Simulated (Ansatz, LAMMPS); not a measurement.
## Rapidly quenched Al54Cu46 (at. %) (111 atoms) in motion

How do the atoms of rapidly quenched Al54Cu46 (at. %) (111 atoms) move, and what local order do they keep?

Calculated with Ansatz 0.2.0; Kohn-Sham DFT, PBE, PAW (set soft_2), plane waves.

### 1. The starting structure

The cell holds 111 atoms: 60 Al and 51 Cu. Cell: a = 11.739 Å, b = 11.739 Å, c = 11.739 Å, α = 90.0°, β = 90.0°, γ = 90.0°. It derives from Al20Cu17. 111 atoms (60 Al, 51 Cu) placed at random at 4.5 g/cm³, melted at 1800 K for 10 ps at fixed volume with the EAM Al-Cu potential (Cai and Ye, Phys. Rev. B 54, 8398 (1996)). Quenched from 1300 K to 300 K at 500 K/ps and zero pressure, held 5 ps, then minimised at fixed cell.

What the set-up can't give: The quench rate of 500 K/ps far exceeds what a furnace or splat quench reaches, so expect more defects and frozen-in strain than in a real sample. The network of bonds at the start is that of the classical potential that made the cell. The electron count is odd and the run has no spin polarisation.

### 2. Dynamics at 300 K

Without a thermostat the total energy must stay constant, which tests forces and time step. The time step is 2.0 fs.

Contents of input.yaml:

```yaml
crystal:
  lattice:
    - [11.73944, 0.0, 0.0]
    - [0.0, 11.73944, 0.0]
    - [0.0, 0.0, 11.73944]
  atoms:
    - { symbol: Al, position: [0.0075, 0.47636, 0.82603] }
    - { symbol: Al, position: [0.31952, 0.83102, 0.81302] }
    - { symbol: Al, position: [0.03381, 0.71493, 0.46752] }
    - { symbol: Al, position: [0.18965, 0.22442, 0.06079] }
    [... 101 atom lines left out ...]
    - { symbol: Cu, position: [0.7643, 0.94779, 0.45046] }
    - { symbol: Cu, position: [0.45356, 0.98029, 0.48128] }
    - { symbol: Cu, position: [0.62179, 0.5678, 0.90705] }
    - { symbol: Cu, position: [0.32306, 0.3093, 0.26482] }
    - { symbol: Cu, position: [0.05466, 0.07483, 0.96794] }
    - { symbol: Cu, position: [0.87628, 0.32255, 0.77719] }
kpoints:
  mp_grid: { grid: [1, 1, 1] }
hamiltonian:
  xc: pbe
scf:
  occupations: { method: methfessel_paxton, width: 0.15 }
output:
  forces: true
md:
  timestep: 2.0
  n_steps: 98
  ensemble: nve
  temperature: 300
  initial_velocities: maxwell_boltzmann
  seed: 222
```

Command:

```
$ ansatz run input.yaml --threads 32 --pin off --max-ram 143360MiB --backend cuda --events-out ev --progress --plain --runs-dir out
```

It took 33 s on 1 × NVIDIA GB200 with 32 threads of Arm Neoverse V2, shared host; peak memory 1.4 GiB.

That memory is the host's; the program planned up to 4.9 GiB on the GPU. Forces of this run were stored rounded, and per-atom blocks of the log weren't kept.

The program notes that it switched symmetry off.

Rows from the run:

| time (fs) | T (K) | potential (meV/atom) | conserved (meV/atom) |
| --- | --- | --- | --- |
| 0.0 | 300 | 0.0 | 0.00 |
| 12.0 | 286 | 1.8 | 0.00 |
| 28.0 | 235 | 8.4 | 0.02 |
| 40.0 | 230 | 9.0 | 0.02 |
| 52.0 | 256 | 5.6 | 0.01 |
| 64.0 | 278 | 2.8 | 0.00 |
| 80.0 | 268 | 4.1 | 0.01 |
| 92.0 | 256 | 5.7 | 0.01 |
| 104.0 | 258 | 5.4 | 0.01 |
| 116.0 | 269 | 4.0 | 0.01 |
| 132.0 | 293 | 0.9 | 0.01 |
| 144.0 | 316 | -2.0 | 0.00 |
| 156.0 | 324 | -3.1 | 0.00 |
| 168.0 | 318 | -2.3 | 0.01 |
| 184.0 | 320 | -2.6 | 0.01 |
| 196.0 | 326 | -3.3 | 0.00 |

Mean square displacement from the first frame to the last: Al 0.15 Å², Cu 0.12 Å².

Table of mean square displacement by time lag:

| time lag (fs) | Al (Å²) | Cu (Å²) |
| --- | --- | --- |
| 2.0 | 1.0e-4 | 4.6e-5 |
| 6.0 | 9.0e-4 | 4.1e-4 |
| 10.0 | 0.00247 | 0.00113 |
| 14.0 | 0.00476 | 0.00219 |
| 18.0 | 0.00771 | 0.00359 |
| 22.0 | 0.0112 | 0.00530 |
| 26.0 | 0.0152 | 0.00730 |
| 30.0 | 0.0196 | 0.00957 |
| 34.0 | 0.0243 | 0.0121 |
| 38.0 | 0.0292 | 0.0148 |
| 42.0 | 0.0341 | 0.0178 |
| 46.0 | 0.0390 | 0.0209 |
| 50.0 | 0.0438 | 0.0241 |
| 54.0 | 0.0485 | 0.0275 |
| 58.0 | 0.0529 | 0.0310 |
| 62.0 | 0.0570 | 0.0346 |
| 66.0 | 0.0608 | 0.0382 |
| 70.0 | 0.0643 | 0.0419 |
| 74.0 | 0.0674 | 0.0456 |
| 78.0 | 0.0702 | 0.0493 |
| 82.0 | 0.0726 | 0.0531 |
| 86.0 | 0.0749 | 0.0568 |
| 90.0 | 0.0768 | 0.0604 |
| 94.0 | 0.0787 | 0.0640 |
| 98.0 | 0.0804 | 0.0676 |

Over the second half of 196 fs the temperature averages 301 K, rising from about 264 to 321 K (means over the first and last quarter of that half). The conserved energy stays within 0.02 meV/atom. From first frame to last Al has the largest mean square displacement, 0.15 Å² at the end; the farthest move is 0.87 Å. The count of bonds goes from 695 in the first frame to 667 in the last, by one set of cutoffs: 50 pairs passed out of them and 22 came within. The run spans 0.20 ps, too short for its means to be equilibrium values.

### 3. Distances and neighbours late in the run

The g(r) is a mean over the second half; what follows it is taken at the last frame.

Density 4.99 g/cm³, 14.58 Å³ an atom.

Mean of 14 frames. g(r), total and by pair (bins of 0.1 Å):

| r (Å) | total | Al-Al | Al-Cu | Cu-Cu |
| --- | --- | --- | --- | --- |
| 2.15 | 0.00 | 0.00 | 0.00 | 0.00 |
| 2.25 | 0.04 | 0.00 | 0.06 | 0.05 |
| 2.35 | 0.49 | 0.00 | 0.79 | 0.44 |
| 2.45 | 2.08 | 0.03 | 3.03 | 2.68 |
| 2.55 | 3.45 | 0.90 | 4.72 | 3.99 |
| 2.65 | 3.45 | 2.68 | 3.96 | 3.31 |
| 2.75 | 3.16 | 3.72 | 3.22 | 2.28 |
| 2.85 | 2.19 | 3.69 | 1.74 | 1.18 |
| 2.95 | 1.46 | 2.53 | 1.16 | 0.69 |
| 3.05 | 0.80 | 1.43 | 0.58 | 0.46 |
| 3.15 | 0.55 | 0.81 | 0.51 | 0.28 |
| 3.25 | 0.48 | 0.61 | 0.49 | 0.25 |
| 3.35 | 0.43 | 0.55 | 0.37 | 0.41 |
| 3.45 | 0.40 | 0.45 | 0.38 | 0.39 |
| 3.55 | 0.46 | 0.51 | 0.48 | 0.35 |
| 3.65 | 0.41 | 0.40 | 0.38 | 0.49 |
| 3.75 | 0.45 | 0.27 | 0.50 | 0.56 |
| 3.85 | 0.56 | 0.35 | 0.63 | 0.66 |
| 3.95 | 0.62 | 0.64 | 0.67 | 0.49 |
| 4.05 | 0.69 | 0.78 | 0.63 | 0.69 |
| 4.15 | 0.80 | 0.55 | 0.88 | 0.97 |
| 4.25 | 0.95 | 0.51 | 1.02 | 1.37 |
| 4.35 | 1.11 | 0.80 | 1.22 | 1.27 |
| 4.45 | 1.39 | 1.11 | 1.52 | 1.48 |
| 4.55 | 1.29 | 1.24 | 1.41 | 1.10 |
| 4.65 | 1.37 | 1.23 | 1.53 | 1.21 |
| 4.75 | 1.33 | 1.38 | 1.28 | 1.38 |
| 4.85 | 1.36 | 1.45 | 1.28 | 1.39 |
| 4.95 | 1.29 | 1.31 | 1.22 | 1.42 |
| 5.05 | 1.20 | 1.44 | 1.12 | 1.04 |
| 5.15 | 1.19 | 1.39 | 1.10 | 1.15 |
| 5.25 | 1.15 | 1.33 | 0.99 | 1.25 |
| 5.35 | 1.14 | 1.22 | 1.15 | 1.00 |
| 5.45 | 1.09 | 1.20 | 1.07 | 0.98 |
| 5.55 | 0.78 | 0.96 | 0.74 | 0.61 |
| 5.65 | 0.77 | 0.98 | 0.70 | 0.65 |
| 5.75 | 0.73 | 0.78 | 0.71 | 0.74 |
| 5.85 | 0.64 | 0.55 | 0.67 | 0.69 |

Neighbours by pair of elements; one cutoff, the widest of the pairs' first minima of g(r), serves all pairs of this metal (cutoffs were set anew for this text, so counts can differ from the run's own analysis):

| pair A-B | cutoff (Å) | bonds | mean length (Å) | spread (Å) | shortest (Å) | B about A | A about B |
| --- | --- | --- | --- | --- | --- | --- | --- |
| Al-Al | 3.43 | 196 | 2.89 | 0.204 | 2.51 | 6.53 | 6.53 |
| Al-Cu | 3.43 | 354 | 2.72 | 0.238 | 2.28 | 5.9 | 6.94 |
| Cu-Cu | 3.43 | 117 | 2.71 | 0.255 | 2.39 | 4.59 | 4.59 |

How many atoms have how many bonded neighbours:

| element | mean | 9 | 10 | 11 | 12 | 13 | 14 |
| --- | --- | --- | --- | --- | --- | --- | --- |
| Al | 12.4 | 0 | 1 | 11 | 19 | 19 | 10 |
| Cu | 11.5 | 1 | 3 | 21 | 20 | 6 | 0 |

Bond length by coordination (bonds to H left out):

| element | coordination | atoms | mean bond length (Å) |
| --- | --- | --- | --- |
| Al | 10 | 1 | 2.72 |
| Al | 11 | 11 | 2.77 |
| Al | 12 | 19 | 2.77 |
| Al | 13 | 19 | 2.82 |
| Al | 14 | 10 | 2.87 |
| Cu | 9 | 1 | 2.63 |
| Cu | 10 | 3 | 2.62 |
| Cu | 11 | 21 | 2.69 |
| Cu | 12 | 20 | 2.74 |
| Cu | 13 | 6 | 2.79 |

For some of the pairs, g(r) has its first main peak near 2.8 Å (Al-Al), 2.6 Å (Al-Cu) and 2.6 Å (Cu-Cu). With the cutoffs above, 32 % of Al atoms have 12 and as many 13 and 41 % of Cu atoms have 11 bonded neighbours.

### 4. Single point at the last frame

The last frame is solved once more, with the analyses that the dynamics left out.

Contents of input.yaml:

```yaml
crystal:
  lattice:
    - [11.73944, 0.0, 0.0]
    - [0.0, 11.73944, 0.0]
    - [0.0, 0.0, 11.73944]
  atoms:
    - { symbol: Al, position: [0.97728, 0.49609, 0.80301] }
    - { symbol: Al, position: [0.34397, 0.80898, 0.81048] }
    - { symbol: Al, position: [0.03556, 0.71675, 0.46487] }
    - { symbol: Al, position: [0.16987, 0.21052, 0.06304] }
    [... 101 atom lines left out ...]
    - { symbol: Cu, position: [0.75199, 0.97294, 0.43338] }
    - { symbol: Cu, position: [0.44873, 0.98218, 0.49146] }
    - { symbol: Cu, position: [0.6136, 0.53869, 0.92158] }
    - { symbol: Cu, position: [0.34167, 0.31604, 0.28444] }
    - { symbol: Cu, position: [0.0523, 0.06361, 0.9692] }
    - { symbol: Cu, position: [0.88896, 0.30923, 0.77901] }
kpoints:
  mp_grid: { grid: [2, 2, 2] }
hamiltonian:
  xc: pbe
scf:
  occupations: { method: methfessel_paxton, width: 0.15 }
output:
  forces: true
  stress: true
  populations: intrinsic
  dos:
    method: { smearing: { sigma: 0.1 } }
    de: 0.1
    projected: { site_lists: { Al: [Al], Cu: [Cu] } }
  eigenvalues: true
  write_density: true
  write_potential: true
  volumetric_format: npy
```

The job ended after 4.7 s (1 × NVIDIA GB200 with 32 threads; peak memory 4.6 GiB; 31 s of CPU time).

That memory is the host's; the program planned up to 48.7 GiB on the GPU.

The run gave:

- free energy: -370135.8737 eV
- free energy per atom: -3334.5574 eV/atom
- SCF cycles: 11
- pressure: 0.5773 GPa
- r.m.s. force component: 0.361 eV/Å
- longest force: 1.476 eV/Å
- Fermi energy: 11.22 eV
- levels partly filled by over 2 per cent: 34

Neighbours are counted within 3.43 Å (Al-Al), 3.43 Å (Al-Cu), 3.43 Å (Cu-Cu), cutoffs set anew for this text.

Length of the force by element and coordination:

| element | coordination | atoms | mean length of the force (eV/Å) | spread | least | most |
| --- | --- | --- | --- | --- | --- | --- |
| Al | all | 60 | 0.588 | 0.268 | 0.164 | 1.21 |
| Al | 10 | 1 | 0.551 | - | 0.551 | 0.551 |
| Al | 11 | 11 | 0.551 | 0.302 | 0.226 | 1.12 |
| Al | 12 | 19 | 0.639 | 0.308 | 0.204 | 1.21 |
| Al | 13 | 19 | 0.563 | 0.220 | 0.164 | 0.871 |
| Al | 14 | 10 | 0.585 | 0.227 | 0.178 | 0.915 |
| Cu | all | 51 | 0.549 | 0.241 | 0.160 | 1.48 |
| Cu | 9 | 1 | 0.403 | - | 0.403 | 0.403 |
| Cu | 10 | 3 | 0.590 | 0.209 | 0.317 | 0.825 |
| Cu | 11 | 21 | 0.550 | 0.277 | 0.160 | 1.48 |
| Cu | 12 | 20 | 0.542 | 0.234 | 0.238 | 1.17 |
| Cu | 13 | 6 | 0.57 | 0.126 | 0.390 | 0.750 |

Density of states as counts of states in windows of 1 eV (from the Fermi level), total and some projections:

| from (eV) | to (eV) | total | Cu d | Al p | Al s | Cu s |
| --- | --- | --- | --- | --- | --- | --- |
| -18 | -11 | 0.0 | 0.0 | 0.0 | 0.0 | 0.0 |
| -11 | -10 | 5.6 | 0.0 | 1.1 | 2.5 | 1.9 |
| -10 | -9 | 13.0 | 0.1 | 4.7 | 5.1 | 3.1 |
| -9 | -8 | 17.4 | 0.5 | 7.7 | 5.9 | 3.2 |
| -8 | -7 | 21.8 | 1.4 | 10.2 | 6.7 | 3.4 |
| -7 | -6 | 28.7 | 4.6 | 12.6 | 7.7 | 3.6 |
| -6 | -5 | 44.1 | 17.3 | 14.3 | 7.7 | 4.4 |
| -5 | -4 | 158.4 | 127.6 | 19.9 | 4.8 | 5.0 |
| -4 | -3 | 254.5 | 231.2 | 16.1 | 3.1 | 2.6 |
| -3 | -2 | 119.1 | 93.4 | 17.2 | 4.5 | 2.8 |
| -2 | -1 | 41.1 | 13.6 | 17.9 | 5.1 | 3.0 |
| -1 | 0 | 37.6 | 6.3 | 18.1 | 6.9 | 3.7 |
| 0 | 1 | 38.1 | 4.0 | 18.2 | 7.8 | 4.5 |
| 1 | 2 | 42.4 | 2.9 | 19.4 | 8.7 | 5.9 |
| 2 | 3 | 37.9 | 1.8 | 17.3 | 6.8 | 5.4 |

The stored curve holds about 741 of the 1149 electrons; the rest, give or take the few that broadening carries across the Fermi level, lie in deeper levels below its range.

Not all projections were asked for or kept, so they needn't add up to the total.

The levels nearest the highest filled one (over half full), pooled over k-points and spins:

| level less the highest filled one (eV) | occupation |
| --- | --- |
| -0.043 | 1.49 |
| -0.0273 | 1.33 |
| -0.0269 | 1.32 |
| -0.0064 | 1.10 |
| -1.0e-4 | 1.03 |
| 0 | 1.02 |
| 0.0131 | 0.877 |
| 0.0322 | 0.668 |
| 0.0364 | 0.625 |
| 0.0374 | 0.614 |
| 0.0469 | 0.519 |
| 0.0484 | 0.505 |

Within 0.4 eV of the Fermi level the largest share is Al p (52 % of the projected weight).

### 5. Outcome

| Item | Value |
| --- | --- |
| mean temperature, second half | 300.9 K |
| temperature swing, second half | 24.83 K |
| slope of the conserved energy against time, by least squares | -0.0195 meV/atom/ps |
| free energy per atom | -3334.5574 eV/atom |
| pressure | 0.5773 GPa |
| r.m.s. force component | 0.361 eV/Å |
| wall time of the 2 DFT runs | 38 s |

In words: Over the second half of 196 fs the temperature averages 301 K, rising from about 264 to 321 K (means over the first and last quarter of that half). The conserved energy stays within 0.02 meV/atom. The count of bonds goes from 695 in the first frame to 667 in the last, by one set of cutoffs: 50 pairs passed out of them and 22 came within. The run spans 0.20 ps, too short for its means to be equilibrium values. With the cutoffs above, 32 % of Al atoms have 12 and as many 13 and 41 % of Cu atoms have 11 bonded neighbours. 34 levels are partly filled, by over 2 % (on the run's k-points), as in a metal.

Caveats: The starting topology of bonds comes from the classical model; in DFT 50 of its 695 bonded pairs passed out of the cutoffs and 22 came within them. The dynamics ran on a 1×1×1 mesh and the single point on 2×2×2, so their forces and energies differ by that too. The pressure of a single frame lacks the kinetic term, about 0.29 GPa here.

[Logs are printed without paths, hosts, clocks, repeated set-up lines and the standing remarks that a program may print on its own settings, such as how far it seeks lower states.]

[Hosts, paths, dates, database ids (printed as entryN), source tags and the programs' standing remarks are cut or masked in the printed files.]
